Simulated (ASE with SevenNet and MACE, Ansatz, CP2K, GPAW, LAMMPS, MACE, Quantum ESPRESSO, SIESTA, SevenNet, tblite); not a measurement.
## Liquid Ge at 2600 K (66 atoms) in machine-learned potentials

Wanted: machine-learned potentials inputs and outputs for liquid Ge at 2600 K (66 atoms), checked against a plane-wave reference.

Method: the method is named at each step, in ASE with SevenNet and MACE.

## Step 1: The structure

The cell holds 66 atoms: 66 Ge. Its edges and angles: a = 11.473 Å, b = 11.473 Å, c = 11.473 Å, α = 90.0°, β = 90.0°, γ = 90.0°. 66 atoms (66 Ge) placed at random at 5.27 g/cm³, melted at 3500 K for 10 ps at fixed volume with the Tersoff potential (Tersoff, Phys. Rev. B 39, 5566 (1989)). Snapshot at the end of a hold of 5 ps at 2600 K and fixed volume.

The yardstick, on the same geometry:

- method: Kohn-Sham DFT, PBE, PAW, plane waves (Ansatz 0.2.0); cutoff 420 eV, Γ point, fermi-dirac smearing of 0.05 eV; PAW set soft_2
- r.m.s. force component: 0.9003 eV/Å
- longest force: 3.66 eV/Å
- pressure: 4.681 GPa
- SCF cycles: 10
- time: 46 s on 4 threads of Arm Neoverse V1, shared host
- CPU time: 2.7 min

## Step 2: SevenNet l3i5 potential

Method: machine-learned interatomic potential SevenNet l3i5, trained on PBE(+U) plane-wave data.

File run.py:

```python
import numpy as np
from ase.io import read
import mlip  # loads the published weights by name

atoms = read("structure.xyz")
atoms.calc = mlip.calc("7net-l3i5")
energy = atoms.get_potential_energy()
forces = atoms.get_forces()
print(f"energy {energy:.6f} eV")
print("forces (eV/A)")
for i, (a, f) in enumerate(zip(atoms, forces)):
    print(f"{i:4d} {a.symbol:2s} {f[0]:10.5f} {f[1]:10.5f} {f[2]:10.5f}")
stress = -atoms.get_stress(voigt=False) * 160.21766
print("stress (GPa, compression positive)")
for row in stress:
    print(" ".join(f"{x:10.4f}" for x in row))
```

File structure.xyz:

```xyz
66
Lattice="11.47290 0.00000 0.00000 0.00000 11.47290 0.00000 0.00000 0.00000 11.47290" Properties=species:S:1:pos:R:3 pbc="T T T"
Ge 0.44297 8.53354 11.40624
Ge 3.05420 0.62952 5.06207
Ge 1.34841 6.84680 1.32994
Ge 7.21014 7.37111 5.58420
Ge 0.16842 4.64939 1.50708
Ge 8.57003 2.10826 0.97829
Ge 5.98885 5.29210 1.07593
Ge 3.57909 4.12038 4.01356
Ge 5.18655 6.50640 7.59655
Ge 1.17781 3.60272 4.78844
Ge 1.73218 5.69549 6.11838
Ge 5.20548 9.80726 7.47689
Ge 6.58051 9.73980 5.35693
Ge 4.53443 2.08290 3.18098
Ge 10.07022 11.26077 4.04856
Ge 0.38755 10.71248 1.41472
Ge 6.33694 1.76797 7.52129
Ge 4.13403 7.98743 3.94243
Ge 10.36978 7.64875 10.01951
Ge 5.83420 11.20914 9.45023
Ge 7.12708 5.32756 8.12924
Ge 3.96687 2.06352 7.15725
Ge 4.21996 4.30762 8.77298
Ge 6.92390 4.51780 4.56966
Ge 1.90255 9.09686 9.67636
Ge 4.33010 8.16813 9.33779
Ge 9.74669 3.04514 8.51094
Ge 6.90531 7.66711 1.28680
Ge 6.30551 3.90801 10.57560
Ge 7.75924 0.49574 5.65167
Ge 9.83319 9.58297 2.33634
Ge 1.10404 8.90951 7.37845
Ge 9.33860 11.06240 7.64015
Ge 1.97609 3.80292 9.71479
Ge 3.61178 6.05586 1.99032
Ge 8.48949 9.05453 9.04592
Ge 10.52822 3.96894 3.61385
Ge 9.18165 7.05962 1.70028
Ge 1.93433 1.56215 8.67214
Ge 1.69133 8.44991 3.50325
Ge 3.61305 1.95028 0.50148
Ge 9.61773 5.78991 11.41129
Ge 0.04991 4.46456 7.94556
Ge 3.10732 0.16659 10.11933
Ge 7.98216 3.87382 6.76740
Ge 10.79107 0.97015 9.18383
Ge 1.27177 2.81751 0.31000
Ge 3.82105 10.95628 1.59863
Ge 6.73425 2.09139 3.89987
Ge 11.40360 7.02428 4.73418
Ge 8.69852 3.75887 10.40741
Ge 5.86896 9.63506 2.69877
Ge 5.95042 1.59657 11.39511
Ge 11.14627 7.06822 7.66722
Ge 6.46578 9.02917 10.50103
Ge 10.77236 1.23058 0.28992
[... 6 atom lines left out ...]
Ge 8.84893 7.04987 7.37535
Ge 7.99845 10.97383 1.65738
Ge 9.19771 2.05950 3.46837
Ge 1.97862 10.98565 3.13692
```

The run is started by

```
$ OMP_NUM_THREADS=1 python run.py > output.txt
```

The log of the run:

```text
energy -280.833099 eV
forces (eV/A)
   0 Ge    0.87052    1.35758    1.40287
   1 Ge    0.57339    0.15502    0.34814
   2 Ge    0.59409   -0.38645    1.15634
   3 Ge    0.68423    0.41391   -0.58737
   4 Ge   -0.58484    0.57719   -0.71409
   5 Ge   -0.57278   -0.22024   -0.10010
   6 Ge   -0.55678    0.50964    1.13490
   7 Ge   -0.52522    1.20632   -0.38994
   8 Ge   -1.53153    0.11504    0.27382
   9 Ge    0.50387   -0.23469    0.23186
  10 Ge   -0.50374   -0.09636    0.27016
  11 Ge   -0.11456   -0.29926    0.11517
  12 Ge   -0.28316    0.24807   -0.57357
  13 Ge   -1.44839   -1.30334   -0.92930
  14 Ge    0.04225   -0.10155    0.62938
  15 Ge   -0.91463   -0.09439   -1.17352
  16 Ge    0.83306   -0.36240    0.27803
  17 Ge    0.04352   -0.00962   -0.33301
  18 Ge   -1.61935   -0.48226   -1.04103
  19 Ge   -0.57430    1.17972    0.25992
  20 Ge   -0.11841    1.93878    3.42376
  21 Ge   -0.10572    0.66671   -0.11344
  22 Ge    0.60225   -0.28015   -0.20352
  23 Ge    0.68680   -0.13246   -0.79624
[...]
58 Ge   -1.01883   -0.08614   -0.13469
  59 Ge   -0.29352    0.27688   -0.37967
  60 Ge    0.34896    0.08314    1.49259
  61 Ge    0.45370    1.66876   -0.31392
  62 Ge   -1.67496    0.56999    0.49949
  63 Ge   -0.85924    0.57056   -0.31725
  64 Ge   -0.82488   -1.04452   -1.73766
  65 Ge   -0.20860   -0.54310    0.43997
stress (GPa, compression positive)
    3.7009    -0.1683     0.4483
   -0.1683     2.4044     1.0650
    0.4483     1.0650     3.1095
```

The job ended after 10 s (1 thread of Arm Neoverse V1, shared host; peak memory 0.97 GiB).

Banners, paths, timers and routine set-up lines are dropped from the logs unmarked, and long logs keep their key lines alone; longer cuts are marked.

Compared with the plane-wave run:

| Property | Result |
| --- | --- |
| r.m.s. force component | 0.8744 eV/Å |
| r.m.s. difference of force components | 235.9 meV/Å |
| longest difference of force vectors | 869.8 meV/Å |
| force difference over r.m.s. force | 26.21 % |
| slope of forces against the reference's | 0.9373 |
| correlation of force components | 0.9651 |
| pressure | 3.072 GPa |
| pressure difference | -1.609 GPa |

Local excerpt of 11 atoms (numbers count through the whole input) about Ge64, which has 3 bonded neighbours where the commonest count for Ge is 4; x, y, z are measured from there.

| atom | x | y | z | distance (Å) | bonds | Fx | Fy | Fz (eV/Å) |
| --- | --- | --- | --- | --- | --- | --- | --- | --- |
| Ge64 | 0.00 | 0.00 | 0.00 | 0.00 | 3 | -0.86 | 0.57 | -0.32 |
| Ge31 | 1.83 | -1.39 | 0.68 | 2.40 | 4 | 0.22 | -0.90 | -0.32 |
| Ge52 | -2.13 | -1.34 | 1.04 | 2.72 | 5 | 0.03 | 0.16 | 0.12 |
| Ge6 | 0.57 | 2.61 | -0.68 | 2.75 | 5 | -0.57 | -0.22 | -0.10 |
| Ge15 | 2.07 | 0.29 | 2.39 | 3.18 | 4 | 0.04 | -0.10 | 0.63 |
| Ge65 | 1.20 | 2.56 | 1.81 | 3.36 | 5 | -0.82 | -1.04 | -1.74 |
| Ge53 | -2.05 | 2.10 | -1.74 | 3.41 | 4 | 0.89 | -0.55 | -0.03 |
| Ge28 | -1.09 | -3.31 | -0.37 | 3.50 | 4 | -0.98 | 0.43 | -0.43 |
| Ge56 | 2.77 | 1.73 | -1.37 | 3.54 | 4 | 0.48 | -0.38 | -0.71 |
| Ge55 | -1.53 | -1.94 | -2.63 | 3.61 | 4 | 0.06 | -0.43 | 0.54 |
| Ge49 | -1.26 | 2.59 | 2.24 | 3.65 | 4 | 0.90 | 0.02 | 0.34 |

Atoms are counted from 1 here, from 0 in the log.

Forces lie 26 % from the reference's, at 0.062 times its CPU time (on 1 against 4 cores).

## Step 3: SevenNet 0 potential

Method: machine-learned interatomic potential SevenNet 0, trained on PBE(+U) plane-wave data.

run.py, as its differences from that of step 2:

```diff
@@ -5,3 +5,3 @@
 atoms = read("structure.xyz")
-atoms.calc = mlip.calc("7net-l3i5")
+atoms.calc = mlip.calc("7net-0")
 energy = atoms.get_potential_energy()
```

structure.xyz is that of step 2.

The log of the run:

```text
energy -282.088379 eV
forces (eV/A)
   0 Ge    0.98265    1.47386    1.64167
   1 Ge    0.64983   -0.11740    0.25347
   2 Ge    0.55898   -0.51968    1.06286
   3 Ge    0.82300    0.40642   -0.51422
   4 Ge   -0.33066    0.66091   -0.59812
   5 Ge   -0.35304   -0.29712    0.05341
   6 Ge   -0.59419    0.73630    0.96710
   7 Ge   -0.45303    1.15320   -0.40378
   8 Ge   -1.66010    0.18689    0.12327
   9 Ge    0.35271   -0.16871    0.42993
  10 Ge   -0.45136   -0.08300    0.24609
  11 Ge   -0.18330   -0.30503   -0.04109
  12 Ge   -0.19610    0.22927   -0.58671
  13 Ge   -1.40035   -1.02438   -0.76370
  14 Ge   -0.07536   -0.03545    0.59257
  15 Ge   -1.06438   -0.04010   -1.26589
  16 Ge    0.71931   -0.33422    0.18313
  17 Ge   -0.07134   -0.06946   -0.43969
  18 Ge   -1.79395   -0.61877   -1.03241
  19 Ge   -0.49022    1.17553    0.23019
  20 Ge    0.00560    1.77667    3.28476
  21 Ge   -0.08172    0.59897   -0.02856
  22 Ge    0.50336   -0.25737   -0.13432
  23 Ge    0.75121   -0.23321   -0.50633
[...]
58 Ge   -0.93245   -0.15267    0.04030
  59 Ge   -0.23885    0.26298   -0.21597
  60 Ge    0.27879    0.03554    1.38385
  61 Ge    0.48351    1.49335   -0.48662
  62 Ge   -1.78134    0.53331    0.29842
  63 Ge   -0.84013    0.30598   -0.19456
  64 Ge   -0.71608   -1.18303   -1.80692
  65 Ge   -0.07773   -0.38232    0.62793
stress (GPa, compression positive)
    3.9013    -0.0332     0.2432
   -0.0332     2.3912     1.1638
    0.2432     1.1638     3.2001
```

Wall time 8.2 s (1 thread); peak memory 0.7 GiB.

Compared with the plane-wave run:

```yaml
r_m_s_force_component: 0.8515 eV/Å
r_m_s_difference_of_force_components: 233.6 meV/Å
longest_difference_of_force_vectors: 747 meV/Å
force_difference_over_r_m_s_force: 25.95 %
slope_of_forces_against_the_reference_s: 0.9136
correlation_of_force_components: 0.966
pressure: 3.164 GPa
pressure_difference: -1.516 GPa
```

Against the first run (26 %), the force difference from the reference is 26 %, at 0.81 times the CPU time.

## Step 4: MACE MPA-0 medium potential

Method: machine-learned interatomic potential MACE MPA-0 medium, trained on PBE(+U) plane-wave data.

run.py, as its differences from that of step 3:

```diff
@@ -5,3 +5,3 @@
 atoms = read("structure.xyz")
-atoms.calc = mlip.calc("7net-0")
+atoms.calc = mlip.calc("mace-mpa-0-medium")
 energy = atoms.get_potential_energy()
```

structure.xyz is that of step 3.

The log of the run:

```text
energy -276.190727 eV
forces (eV/A)
   0 Ge    1.01067    1.48224    1.50904
   1 Ge    0.53149   -0.03201    0.18732
   2 Ge    0.54284   -0.36350    1.15305
   3 Ge    0.76092    0.36523   -0.41761
   4 Ge   -0.51244    0.75811   -0.69403
   5 Ge   -0.49700   -0.20324   -0.01325
   6 Ge   -0.65772    0.72938    1.05759
   7 Ge   -0.40505    1.24512   -0.36232
   8 Ge   -1.73868    0.17773    0.39421
   9 Ge    0.46909   -0.29292    0.46923
  10 Ge   -0.12573    0.02829    0.29951
  11 Ge   -0.01566   -0.41252    0.01128
  12 Ge   -0.19001    0.18331   -0.60038
  13 Ge   -1.39461   -1.36424   -0.93989
  14 Ge   -0.11494   -0.02852    0.76456
  15 Ge   -1.16275   -0.20947   -1.17561
  16 Ge    0.98205   -0.22627    0.21050
  17 Ge    0.26054    0.02451   -0.39258
  18 Ge   -1.47478   -0.45581   -0.94696
  19 Ge   -0.64490    1.39416    0.32944
  20 Ge    0.14021    1.97361    3.14845
  21 Ge   -0.04593    0.64082   -0.06015
  22 Ge    0.44704   -0.20887   -0.19360
  23 Ge    0.79769   -0.25273   -0.69388
[...]
58 Ge   -1.11896   -0.07185    0.10841
  59 Ge   -0.21391    0.31443   -0.40375
  60 Ge    0.57082   -0.14275    1.56850
  61 Ge    0.31782    1.86617   -0.51320
  62 Ge   -1.74112    0.55504    0.27742
  63 Ge   -0.92383    0.42730   -0.33374
  64 Ge   -0.94782   -1.07169   -2.01729
  65 Ge   -0.29554   -0.62190    0.63150
stress (GPa, compression positive)
    4.4990    -0.0687     0.3286
   -0.0687     2.7187     1.3558
    0.3286     1.3558     3.8894
```

Wall time 8.4 s (1 thread); peak memory 0.79 GiB.

Numbers from this run, and their distance from the reference:

* r.m.s. force component: 0.8994 eV/Å
* r.m.s. difference of force components: 206.7 meV/Å
* longest difference of force vectors: 769.1 meV/Å
* force difference over r.m.s. force: 22.96 %
* slope of forces against the reference's: 0.9727
* correlation of force components: 0.9736
* pressure: 3.702 GPa
* pressure difference: -0.9783 GPa

Against the first run (26 %), the force difference from the reference is 23 %, at 0.83 times the CPU time.

## Step 5: Side by side

Differences are against the plane-wave reference, forces as r.m.s. over components; share is that over the reference's r.m.s. force, slope the least-squares factor from reference forces to these. Total energies of different programs have different zeros and aren't compared.

| run | Δ force, r.m.s. (meV/Å) | share (%) | slope | Δ pressure (GPa) | cores | CPU time | memory (GiB) |
| --- | --- | --- | --- | --- | --- | --- | --- |
| reference | - | - | - | - | 4 | 2.7 min | 2.3 |
| SevenNet l3i5 potential | 236 | 26.2 | 0.937 | -1.61 | 1 | 10 s | 0.97 |
| SevenNet 0 potential | 234 | 25.9 | 0.914 | -1.52 | 1 | 8.2 s | 0.7 |
| MACE MPA-0 medium potential | 207 | 23.0 | 0.973 | -0.978 | 1 | 8.4 s | 0.79 |

Times of the machine-learned potentials are mostly Python's start and the loading of weights.

CPU time is summed over cores on a shared host, where runs went side by side, so it is rough. Symmetry, cutoffs, thresholds, outputs and thread counts weren't matched or tuned between programs; memory under MPI is the largest rank's times the ranks.

## Step 6: Outcome

* nearest in forces: MACE MPA-0 medium potential, 23 %
* its CPU time: 8.4 s

What this shows: Machine-learned potentials differ by 23 % (MACE MPA-0 medium potential) to 26 % (SevenNet l3i5 potential); they were trained on other programs' data. The frame stands for 2600 K, but pressures are static and levels are smeared at 580 K, under the temperature of the frame, which matters where levels are partly filled. Machine-learned potentials mimic data converged in k, so the reference's own k-point error enters their differences. The network of bonds at the start is that of the classical potential that made the cell, and needn't be the one that DFT or experiment would give. The electronic-structure runs sample only Γ, in a cell whose shortest periodic width is 11 Å, which is coarse for a cell with partly filled levels.

[Also dropped from logs without a mark: logging warnings of Python, and SIESTA's first energy breakdown and zero terms.]

[Logs are printed without paths, hosts, clocks, repeated set-up lines and the standing remarks that a program may print on its own settings, such as how far it seeks lower states.]

[Hosts, paths, dates, database ids (printed as entryN), source tags and the programs' standing remarks are cut or masked in the printed files.]
